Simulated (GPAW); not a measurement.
# F K-edge XANES of KCrF3 (I4/mcm), part 2 of 3

What does one-electron theory with a core hole give for the F K edge of KCrF3 (I4/mcm)?

GPAW 26.7.0; X-ray absorption from dipole matrix elements to empty bands, plane-wave PAW LDA+U.

So far. Step 2 (Ground state of the crystal): The mesh shows a gap of 3.02 eV, so the hole is first treated in a charged cell, without the excited electron.

### 4. Spectrum with FCH, F atom 5

The holes are 5.9 Å apart. In GPAW the data set carries the hole's charge, so charge=0 means a charged cell and charge=-1 a neutral one. The excited electron is left out and a uniform background balances the charge. After the field has converged, empty bands are computed with the density fixed and the dipole matrix elements are summed.

The absorber has 1 Cr at 1.99 Å and 1 Cr at 2.29 Å (linear, site symmetry m2m).

xas.py reads:

```python
import numpy as np
from ase import Atoms
from ase.parallel import parprint, paropen
from gpaw import GPAW, PW, FermiDirac, Mixer, MixerDif, setup_paths
from gpaw.test import gen
setup_paths.insert(0, '.')
gen('F', name='fch1s', xcname='LDA', corehole=(1, 0, 1), write_xml=True)
from gpaw.mpi import world
world.barrier()

atoms = Atoms('Cr2K2F6',
    cell=[[-3.02615, 3.02615, 4.01098],
     [3.02615, -3.02615, 4.01098],
     [3.02615, 3.02615, -4.01098]],
    scaled_positions=[[0, 0.5, 0.5],
     [0.5, 0, 0.5],
     [0.75, 0.75, 0],
     [0.25, 0.25, 0],
     [0.768, 0.732, 0.5],
     [0.268, 0.768, 0.036],
     [0.232, 0.268, 0.5],
     [0.732, 0.232, 0.964],
     [0.25, 0.75, 0.5],
     [0.75, 0.25, 0.5]],
    magmoms=[3.0, -3.0, 0.0, 0.0, 0.0, 0.0, 0.0, 0.0, 0.0, 0.0],
    pbc=True)
atoms.calc = calc = GPAW(legacy_gpaw=True, mode=PW(500, force_complex_dtype=True), xc='LDA', setups={'Cr': ':d,3.7', 4: 'fch1s'},
    kpts={'size': (3, 3, 3), 'gamma': True}, occupations=FermiDirac(0.02),
    charge=0, mixer=MixerDif(0.05, 8, 50), maxiter=150,
    convergence={'density': 0.0001, 'eigenstates': 1e-6}, txt='scf.txt')
energy = atoms.get_potential_energy() + calc.get_reference_energy()
ef = calc.get_fermi_level()
out = dict(energy=energy, fermi=ef, forces=atoms.get_forces().tolist(), magmoms=atoms.get_magnetic_moments().tolist())
parprint(f'all-electron energy {energy:.4f} eV, Fermi level {ef:.4f} eV')
ev = np.array([[calc.get_eigenvalues(k, s) for k in range(len(calc.get_ibz_k_points()))] for s in range(calc.get_number_of_spins())])
out['homo'], out['lumo'], out['counts'] = ev[ev < ef].max(), ev[ev > ef].min(), sorted(set((ev < ef).sum((0, 2)).tolist()))
out['filled'] = (ev[:, 0] < ef).sum(1).tolist()

from ase.units import Ha
from gpaw.xas import dipole_matrix_elements
nb = int(calc.get_number_of_electrons() / 2) + 100
top, nb = nb, nb + 8 + nb // 12
nscf = calc.fixed_density(kpts={'size': (4, 4, 4), 'gamma': True}, nbands=nb,
    convergence={'bands': top, 'eigenstates': 5e-3}, maxiter=60, txt='nscf.txt')
cell = atoms.cell.array
ops = [cell.T @ U.T @ np.linalg.inv(cell.T) for U in nscf.wfs.kd.symmetry.op_scc]
filled = [36, 36]  # bands filled in the ground state, by spin
E = np.arange(-6, 34, 0.1)
fwhm = np.interp(E, [4, 25], [0.9, 3.5])
Y, X, zero, highest = 0, 0, 1e9, 1e9
for spin in range(nscf.get_number_of_spins()):
    wfs = nscf.wfs
    mine = wfs.bd.get_slice()  # this rank's bands
    A = dipole_matrix_elements(wfs.setups[4])
    eps = np.zeros((wfs.kd.nibzkpts, nb))
    d = np.zeros((3, A.shape[1], wfs.kd.nibzkpts, nb), complex)
    for kpt in wfs.kpt_u:
        if kpt.s == spin and 4 in kpt.P_ani:
            eps[kpt.k, mine] = kpt.eps_n * Ha
            d[:, :, kpt.k, mine] = (kpt.weight * wfs.nspins / 2) ** 0.5 * np.inner(A, kpt.P_ani[4])
    world.sum(eps)
    world.sum(d)
    T = np.einsum('amkn,bmkn->abkn', d, d.conj()).real
    T = sum(np.einsum('ai,ijkn,bj->abkn', R, T, R) for R in ops) / len(ops)
    empty = np.ones_like(eps, bool) & (np.arange(nb) >= filled[spin])
    zero, highest = min(zero, eps[empty].min()), min(highest, eps[:, top - 1].min())
    lines = [(eps, T, empty)] if spin == 0 else lines + [(eps, T, empty)]
for eps, T, empty in lines:
    f = np.einsum('aakn->akn', T).reshape(3, -1)
    x = eps.ravel() - zero
    w = np.interp(x, E, fwhm) / 2.35482
    g = np.exp(-0.5 * ((E[:, None] - x) / w) ** 2) / (w * (2 * np.pi) ** 0.5)
    Y = Y + (f * empty.ravel()) @ g.T
    X = X + (f * ~empty.ravel()) @ g.T
out.update(E=E.round(2).tolist(), xas=Y.tolist(), xes=X.tolist(), zero=zero, valid=highest - zero, nk=len(eps), nb=nb)
for i in range(0, len(E), 10):
    parprint(f'{E[i]:7.2f}', *(f'{v:10.3e}' for v in Y[:, i]))
import json
with paropen('out.json', 'w') as f:
    json.dump(out, f)
```

Run with:

```sh
> OMP_NUM_THREADS=1 mpirun -n 4 gpaw python xas.py
```

Numbers of over 12 decimals in the logs are rounded to 6 here.

The program printed:

```text
Input parameters:
  convergence: {density: 0.0001,
                eigenstates: 1e-06}
  kpts: {gamma: True,
         size: (3, 3, 3)}
  maxiter: 150
  mixer: {backend: pulay,
          beta: 0.05,
          method: difference,
          nmaxold: 8,
          weight: 50}
  mode: {ecut: 500.0,
         force_complex_dtype: True,
         name: pw}
  occupations: {fixmagmom: False,
                name: fermi-dirac,
                width: 0.02}
  setups: {4: fch1s,
           Cr: :d,3.7}

Initialize ...

[... PAW data sets ...]

Reference energy: -105225.138554  # eV

Spin-polarized calculation.
Initial magnetic moment: 0.000000

[... convergence settings ...]
Symmetries present (total): 2
  [... symmetry matrices ...]

27 k-points: 3 x 3 x 3 Monkhorst-Pack grid
10 k-points in the irreducible part of the Brillouin zone
       k-points in crystal coordinates                weights
   0:     0.00000000    0.00000000    0.00000000          1/27
   1:     0.00000000    0.00000000    0.33333333          2/27
   2:     0.33333333   -0.33333333   -0.33333333          2/27
   3:     0.33333333   -0.33333333    0.00000000          2/27
   4:     0.33333333   -0.33333333    0.33333333          2/27
   5:     0.33333333    0.00000000   -0.33333333          4/27
   6:     0.33333333    0.00000000    0.00000000          4/27
   7:     0.33333333    0.00000000    0.33333333          4/27
   8:     0.33333333    0.33333333   -0.33333333          2/27
   9:     0.33333333    0.33333333    0.33333333          4/27

Wave functions: Plane wave expansion
  Cutoff energy: 500.000 eV
  Number of coefficients (min, max): 3694, 3738
  Pulay-stress correction: 0.000000 eV/Ang^3 (de/decut=0.000000)
  Using FFTW library
  Wavefunction extrapolation:
    Improved wavefunction reuse through dual PAW basis

Occupation numbers: Fermi-Dirac:
  width: 0.0200  # eV

Eigensolver
   Davidson(niter=2)

Densities:
  Coarse grid: 32*32*32 grid
  Fine grid: 64*64*64 grid
  Total Charge: 1.000000

Density mixing:
  Method: difference
  Backend: pulay
  Linear mixing parameter: 0.05
  old densities: 8
  Width of damping distribution: 1.1
  Damping of long wavelength oscillations: 50

[... Hamiltonian set-up ...]
Number of atoms: 10
Number of atomic orbitals: 52
Number of bands in calculation: 48
Number of valence electrons: 72
Bands to converge: occupied

... initialized

Initializing position-dependent things.

Density initialized from atomic densities
Creating initial wave functions:
  48 bands from LCAO basis set

        K

            F
          F
           F
        K     FF
          Cr
             F
               Cr

Atomic positions and initial magnetic moments

Positions:
   0 Cr     3.026150    0.000000    0.000000    ( 0.0000,  0.0000,  3.0000)
   1 Cr     0.000000    3.026150    0.000000    ( 0.0000,  0.0000, -3.0000)
   2 K     -0.000000    0.000000    6.016470    ( 0.0000,  0.0000,  0.0000)
   3 K      0.000000    0.000000    2.005490    ( 0.0000,  0.0000,  0.0000)
   4 F      1.404134    1.622016    4.010980    ( 0.0000,  0.0000,  0.0000)
   5 F      1.622016   -1.404134    4.010980    ( 0.0000,  0.0000,  0.0000)
   6 F      1.622016    1.404134    0.000000    ( 0.0000,  0.0000,  0.0000)
   7 F      1.404134    4.430284   -0.000000    ( 0.0000,  0.0000,  0.0000)
   8 F      3.026150    0.000000    2.005490    ( 0.0000,  0.0000,  0.0000)
   9 F     -0.000000    3.026150    2.005490    ( 0.0000,  0.0000,  0.0000)

Unit cell:
           periodic     x           y           z      points  spacing
  1. axis:    yes   -3.026150    3.026150    4.010980    32     0.1510
  2. axis:    yes    3.026150   -3.026150    4.010980    32     0.1510
  3. axis:    yes    3.026150    3.026150   -4.010980    32     0.1337

  Lengths:   5.865418   5.865418   5.865418
  Angles:  117.880613 117.880613  93.711839

Effective grid spacing dv^(1/3) = 0.1649

[...]
iter:  40   -90.325550c  -5.68  -3.77    -0.0000
iter:  41   -90.325780c  -5.57  -3.77    -0.0000
iter:  42   -90.325923c  -5.49  -3.83    -0.0000
iter:  43   -90.325825c  -5.30  -4.01c   -0.0000
iter:  44   -90.326026c  -5.93  -4.09c   -0.0000
iter:  45   -90.326044c  -5.89  -4.19c   -0.0000
iter:  46   -90.326068c  -6.36c -4.00c   -0.0000

Converged after 46 iterations.

Dipole moment: (-0.047266, 0.047266, 1.122930) |e|*Ang

Total magnetic moment: (0.000000, 0.000000, -0.000000)
Local magnetic moments:
   0 Cr ( 0.000000,  0.000000,  3.575512)
   1 Cr ( 0.000000,  0.000000, -3.551850)
   2 K  ( 0.000000,  0.000000,  0.000094)
   3 K  ( 0.000000,  0.000000,  0.000094)
   4 F  ( 0.000000,  0.000000, -0.104145)
   5 F  ( 0.000000,  0.000000,  0.011829)
   6 F  ( 0.000000,  0.000000, -0.009417)
   7 F  ( 0.000000,  0.000000,  0.011829)
   8 F  ( 0.000000,  0.000000,  0.001521)
   9 F  ( 0.000000,  0.000000,  0.001521)

Energy contributions relative to reference atoms: (reference = -105225.138554)

Kinetic:        +44.660291
Potential:      -64.960182
External:        +0.000000
XC:             -70.276479
Entropy (-ST):   -0.000000
Local:           +0.250301
SIC:             +0.000000
--------------------------
Free energy:    -90.326068
Extrapolated:   -90.326068

Spin contamination: 4.391293 electrons
Showing only first 2 kpts
                      Up                     Down
 Kpt  Band  Eigenvalues  Occupancy  Eigenvalues  Occupancy
  0    34      1.62405    1.00000      1.89880    1.00000
  0    35      2.58435    1.00000      2.52735    1.00000
  0    36      5.65613    0.00000      5.76513    0.00000
  0    37      6.70346    0.00000      7.09433    0.00000

  1    34      1.70445    1.00000      1.97505    1.00000
  1    35      2.56856    1.00000      2.51732    1.00000
  1    36      6.54918    0.00000      6.82079    0.00000
  1    37      7.06755    0.00000      7.39688    0.00000

Fermi level: 3.53812

Gap: 2.987 eV
Transition (v -> c):
  (s=0, k=5, n=35, [0.33, 0.00, -0.33]) -> (s=0, k=0, n=36, [0.00, 0.00, 0.00])
Direct/indirect transitions are different
Direct gap: 3.072 eV
Transition at: (s=0, k=0, n=35, [0.00, 0.00, 0.00])

Forces in eV/Ang:
  0 Cr   -2.27892    2.27892    0.00000
  1 Cr    1.48650   -1.48650    0.00000
  2 K     0.04207   -0.04207    0.00000
  3 K     0.04207   -0.04207   -0.00000
  4 F     0.70673   -0.70673    0.00000
  5 F    -0.10936   -0.06429    0.00000
  6 F    -0.06705    0.06705    0.00000
  7 F     0.06430    0.10936    0.00000
  8 F     0.06567   -0.06567   -0.28681
  9 F     0.06567   -0.06567    0.28681
Scalar-relativistic atomic LDA calculation for F (Fluorine, Z=9)
Core hole in 1s state (1s occupation: 1.0)
300 radial gridpoints.
|------------------------------------------------|
|------------------------------------------------|
[... the atom generator's iteration count ...]

Energy contributions:
-------------------------
Kinetic:      +73.074518
XC:            -7.529720
Potential:   -138.883139
-------------------------
Total:        -73.338341

state      eigenvalue         ekin         rmax
-----------------------------------------------
1s^1.0 :   -27.508849    38.870947        0.112
2s^2.0 :    -1.877741     5.094802        0.712
2p^5.0 :    -1.212468     4.802793        0.605
-----------------------------------------------
(units: Bohr and Hartree)

Generating PAW setup
Kinetic energy of the core from tauc = 38.910803
Cutoffs:
rc(s)=1.200
rc(p)=1.200
rc(d)=1.200
rc(vbar)=1.080
rc(comp)=1.200
rc(nct)=1.200

Kinetic energy of the core states: 38.870947
Charge: 1.0
Core electrons: 1.0
Valence electrons: 7.0
Pseudo-core charge: 0.000102
Shape function alpha=6.944
Pseudo-electron charge 5.398325
state    eigenvalue         norm
--------------------------------
2s(2) :    -1.877741     1.039630
*s    :    -0.877741
2p(5) :    -1.212468     0.663793
*p    :    -0.212468
*d    :     0.000000
--------------------------------

Diagonalizing with gridspacing h=0.050

state   all-electron     PAW
-------------------------------
2s:      -1.877741    -1.879888
2p:      -1.212468    -1.215269
*d:                   -0.058611
*f:                   -0.013370
-------------------------------
all-electron energy -105315.4646 eV, Fermi level 3.5381 eV
  -6.00  7.253e-62  7.253e-62  1.091e-70
  -5.00  1.633e-45  1.633e-45  1.119e-52
  -4.00  3.910e-32  3.910e-32  1.227e-37
  -3.00  9.968e-22  9.968e-22  1.444e-25
  -2.00  2.747e-14  2.747e-14  1.856e-16
  -1.00  1.497e-09  1.497e-09  2.763e-10
  -0.00  2.463e-06  2.463e-06  5.860e-07
[...]
31.00  6.851e-05  6.851e-05  7.590e-05
  32.00  6.574e-05  6.574e-05  6.771e-05
  33.00  6.560e-05  6.560e-05  6.035e-05
```

Run time: 1.9 min. Hardware: 4 MPI ranks of Intel Xeon Platinum 8488C (Sapphire Rapids), shared host; peak memory 0.54 GiB.

The F K spectrum, F atom 5, full core hole (charged cell) (energy from the lowest empty level; intensity scaled to a mean of 1 over the first 20 eV; polarised curves are means over the symmetry-equivalent atoms):

```
E (eV)  isotropic  ε ⊥ c  ε ∥ c
  -2.0       0.00   0.00   0.00
  -1.0       0.00   0.00   0.00
   0.0       0.03   0.04   0.01
   1.0       0.39   0.53   0.09
   2.0       0.60   0.56   0.68
   3.0       2.43   2.60   2.08
   4.0       1.82   1.94   1.58
   5.0       1.90   1.98   1.75
   6.0       1.33   1.34   1.33
   7.0       1.05   1.13   0.88
   8.0       1.20   1.43   0.73
   9.0       1.14   1.33   0.75
  10.0       0.82   0.81   0.85
  11.0       0.54   0.48   0.66
  12.0       0.36   0.36   0.34
  13.0       0.38   0.39   0.36
  14.0       0.59   0.55   0.66
  15.0       0.93   0.83   1.13
  16.0       1.23   1.02   1.64
  17.0       1.29   1.02   1.83
  18.0       1.02   0.83   1.40
  19.0       0.71   0.64   0.85
  20.0       0.61   0.61   0.60
  21.0       0.71   0.77   0.59
  22.0       0.90   1.00   0.70
  23.0       1.07   1.20   0.82
  24.0       1.19   1.32   0.94
  25.0       1.25   1.36   1.03
  26.0       1.23   1.32   1.04
  27.0       1.18   1.26   1.03
  28.0       1.18   1.23   1.07
  29.0       1.21   1.22   1.19
  30.0       1.20   1.17   1.26
  31.0       1.13   1.09   1.21
```

Main maxima below 24 eV (height): 3.1 eV (2.45), 4.9 eV (1.92), 8.4 eV (1.25) and 16.7 eV (1.31). A K edge sees empty p states; the first features are F p mixed into the empty d states of the Cr neighbours, and the broad ones above probably into the cations' higher empty bands.

The hole costs E(hole) − E(ground) = 674.20 eV, and the lowest empty level of the hole cell on the spectrum's mesh lies at 5.66 eV, which puts the zero at 679.86 eV. The functional and the charged cell's background leave an error in such absolute values: in the free atom LDA prices this hole 4.7 eV below PBE (computed apart), and PBE is itself good to a few eV.

### 5. Spectrum with FCH, F atom 9

The holes are 5.9 Å apart. The excited electron is left out and a uniform background balances the charge. After the field has converged, empty bands are computed with the density fixed and the dipole matrix elements are summed.

The absorber has 2 Cr at 2.01 Å (linear, site symmetry -42m).

Edit xas.py of step 4 so:

```diff
@@ -26,3 +26,3 @@
     pbc=True)
-atoms.calc = calc = GPAW(legacy_gpaw=True, mode=PW(500, force_complex_dtype=True), xc='LDA', setups={'Cr': ':d,3.7', 4: 'fch1s'},
+atoms.calc = calc = GPAW(legacy_gpaw=True, mode=PW(500, force_complex_dtype=True), xc='LDA', setups={'Cr': ':d,3.7', 8: 'fch1s'},
     kpts={'size': (3, 3, 3), 'gamma': True}, occupations=FermiDirac(0.02),
@@ -53,3 +53,3 @@
     mine = wfs.bd.get_slice()  # this rank's bands
-    A = dipole_matrix_elements(wfs.setups[4])
+    A = dipole_matrix_elements(wfs.setups[8])
     eps = np.zeros((wfs.kd.nibzkpts, nb))
@@ -57,5 +57,5 @@
     for kpt in wfs.kpt_u:
-        if kpt.s == spin and 4 in kpt.P_ani:
+        if kpt.s == spin and 8 in kpt.P_ani:
             eps[kpt.k, mine] = kpt.eps_n * Ha
-            d[:, :, kpt.k, mine] = (kpt.weight * wfs.nspins / 2) ** 0.5 * np.inner(A, kpt.P_ani[4])
+            d[:, :, kpt.k, mine] = (kpt.weight * wfs.nspins / 2) ** 0.5 * np.inner(A, kpt.P_ani[8])
     world.sum(eps)
```

The program printed:

```text
Input parameters:
  convergence: {density: 0.0001,
                eigenstates: 1e-06}
  kpts: {gamma: True,
         size: (3, 3, 3)}
  maxiter: 150
  mixer: {backend: pulay,
          beta: 0.05,
          method: difference,
          nmaxold: 8,
          weight: 50}
  mode: {ecut: 500.0,
         force_complex_dtype: True,
         name: pw}
  occupations: {fixmagmom: False,
                name: fermi-dirac,
[...]
2s:      -1.877741    -1.879888
2p:      -1.212468    -1.215269
*d:                   -0.058611
*f:                   -0.013370
-------------------------------
all-electron energy -105314.9702 eV, Fermi level 3.3687 eV
  -6.00  3.981e-70  3.987e-70  2.804e-61
  -5.00  2.893e-52  2.893e-52  6.426e-45
  -4.00  2.365e-37  2.365e-37  1.592e-31
  -3.00  2.205e-25  2.205e-25  4.323e-21
[...]
32.00  6.173e-05  6.173e-05  9.431e-05
  33.00  6.494e-05  6.494e-05  8.856e-05
[key lines of the parts left out:]
Converged after 57 iterations.
Dipole moment: (0.844982, -0.844982, -0.001998) |e|*Ang
Free energy:    -89.831636
Fermi level: 3.36867
```

It took 2 min on 4 MPI ranks; peak memory 0.53 GiB.

The F K spectrum, F atom 9, full core hole (charged cell) (energy from the lowest empty level; intensity scaled to a mean of 1 over the first 20 eV; polarised curves are means over the symmetry-equivalent atoms):

| E (eV) | isotropic | ε ⊥ c | ε ∥ c |
| --- | --- | --- | --- |
| -2.00 | 0.00 | 0.00 | 0.00 |
| -1.25 | 0.00 | 0.00 | 0.00 |
| -0.50 | 0.00 | 0.00 | 0.00 |
| 0.25 | 0.14 | 0.03 | 0.36 |
| 1.00 | 0.59 | 0.08 | 1.62 |
| 1.75 | 0.42 | 0.34 | 0.59 |
| 2.50 | 1.57 | 1.96 | 0.78 |
| 3.25 | 2.12 | 2.25 | 1.86 |
| 4.00 | 1.39 | 1.17 | 1.84 |
| 4.75 | 2.04 | 1.67 | 2.77 |
| 5.50 | 1.67 | 1.51 | 1.97 |
| 6.25 | 1.08 | 0.98 | 1.28 |
| 7.00 | 1.07 | 0.79 | 1.65 |
| 7.75 | 1.32 | 0.78 | 2.39 |
| 8.50 | 1.37 | 0.82 | 2.46 |
| 9.25 | 1.05 | 0.77 | 1.61 |
| 10.00 | 0.79 | 0.61 | 1.16 |
| 10.75 | 0.60 | 0.38 | 1.03 |
| 11.50 | 0.45 | 0.26 | 0.82 |
| 12.25 | 0.40 | 0.29 | 0.62 |
| 13.00 | 0.48 | 0.48 | 0.49 |
| 13.75 | 0.70 | 0.86 | 0.40 |
| 14.50 | 0.99 | 1.31 | 0.36 |
| 15.25 | 1.18 | 1.58 | 0.38 |
| 16.00 | 1.22 | 1.62 | 0.44 |
| 16.75 | 1.14 | 1.45 | 0.52 |
| 17.50 | 0.96 | 1.16 | 0.57 |
| 18.25 | 0.76 | 0.86 | 0.56 |
| 19.00 | 0.60 | 0.65 | 0.50 |
| 19.75 | 0.53 | 0.58 | 0.43 |
| 20.50 | 0.56 | 0.62 | 0.44 |
| 21.25 | 0.66 | 0.72 | 0.55 |
| 22.00 | 0.81 | 0.84 | 0.75 |
| 22.75 | 0.97 | 0.98 | 0.95 |
| 23.50 | 1.11 | 1.10 | 1.13 |
| 24.25 | 1.21 | 1.19 | 1.25 |
| 25.00 | 1.25 | 1.23 | 1.30 |
| 25.75 | 1.23 | 1.21 | 1.27 |
| 26.50 | 1.17 | 1.15 | 1.20 |
| 27.25 | 1.11 | 1.10 | 1.13 |
| 28.00 | 1.08 | 1.07 | 1.11 |
| 28.75 | 1.10 | 1.07 | 1.16 |
| 29.50 | 1.12 | 1.06 | 1.25 |
| 30.25 | 1.13 | 1.03 | 1.34 |
| 31.00 | 1.13 | 0.98 | 1.43 |

Main maxima below 24 eV (height): 1.0 eV (0.59), 3.0 eV (2.41), 4.9 eV (2.11), 8.2 eV (1.42) and 15.9 eV (1.23). 

The hole costs E(hole) − E(ground) = 674.70 eV, and the lowest empty level of the hole cell on the spectrum's mesh lies at 5.60 eV, which puts the zero at 680.29 eV.

(Continued in part 3 of 3.)

[Banner, clock and machine lines of the logs are left out without a mark of their own.]

[Logs are printed without paths, hosts, clocks, repeated set-up lines and the standing remarks that a program may print on its own settings, such as how far it seeks lower states.]

[Hosts, paths, dates, database ids (printed as entryN), source tags and the programs' standing remarks are cut or masked in the printed files.]

[Lists of maxima count a maximum above −3 eV only where it reaches 4 % of the highest in the window and stands out from its surroundings by 2 % of it (1.5 % where it reaches 55 %); shoulders and weaker maxima are passed over, and of the rest the first, up to two pre-edge ones and the few strongest are named.]
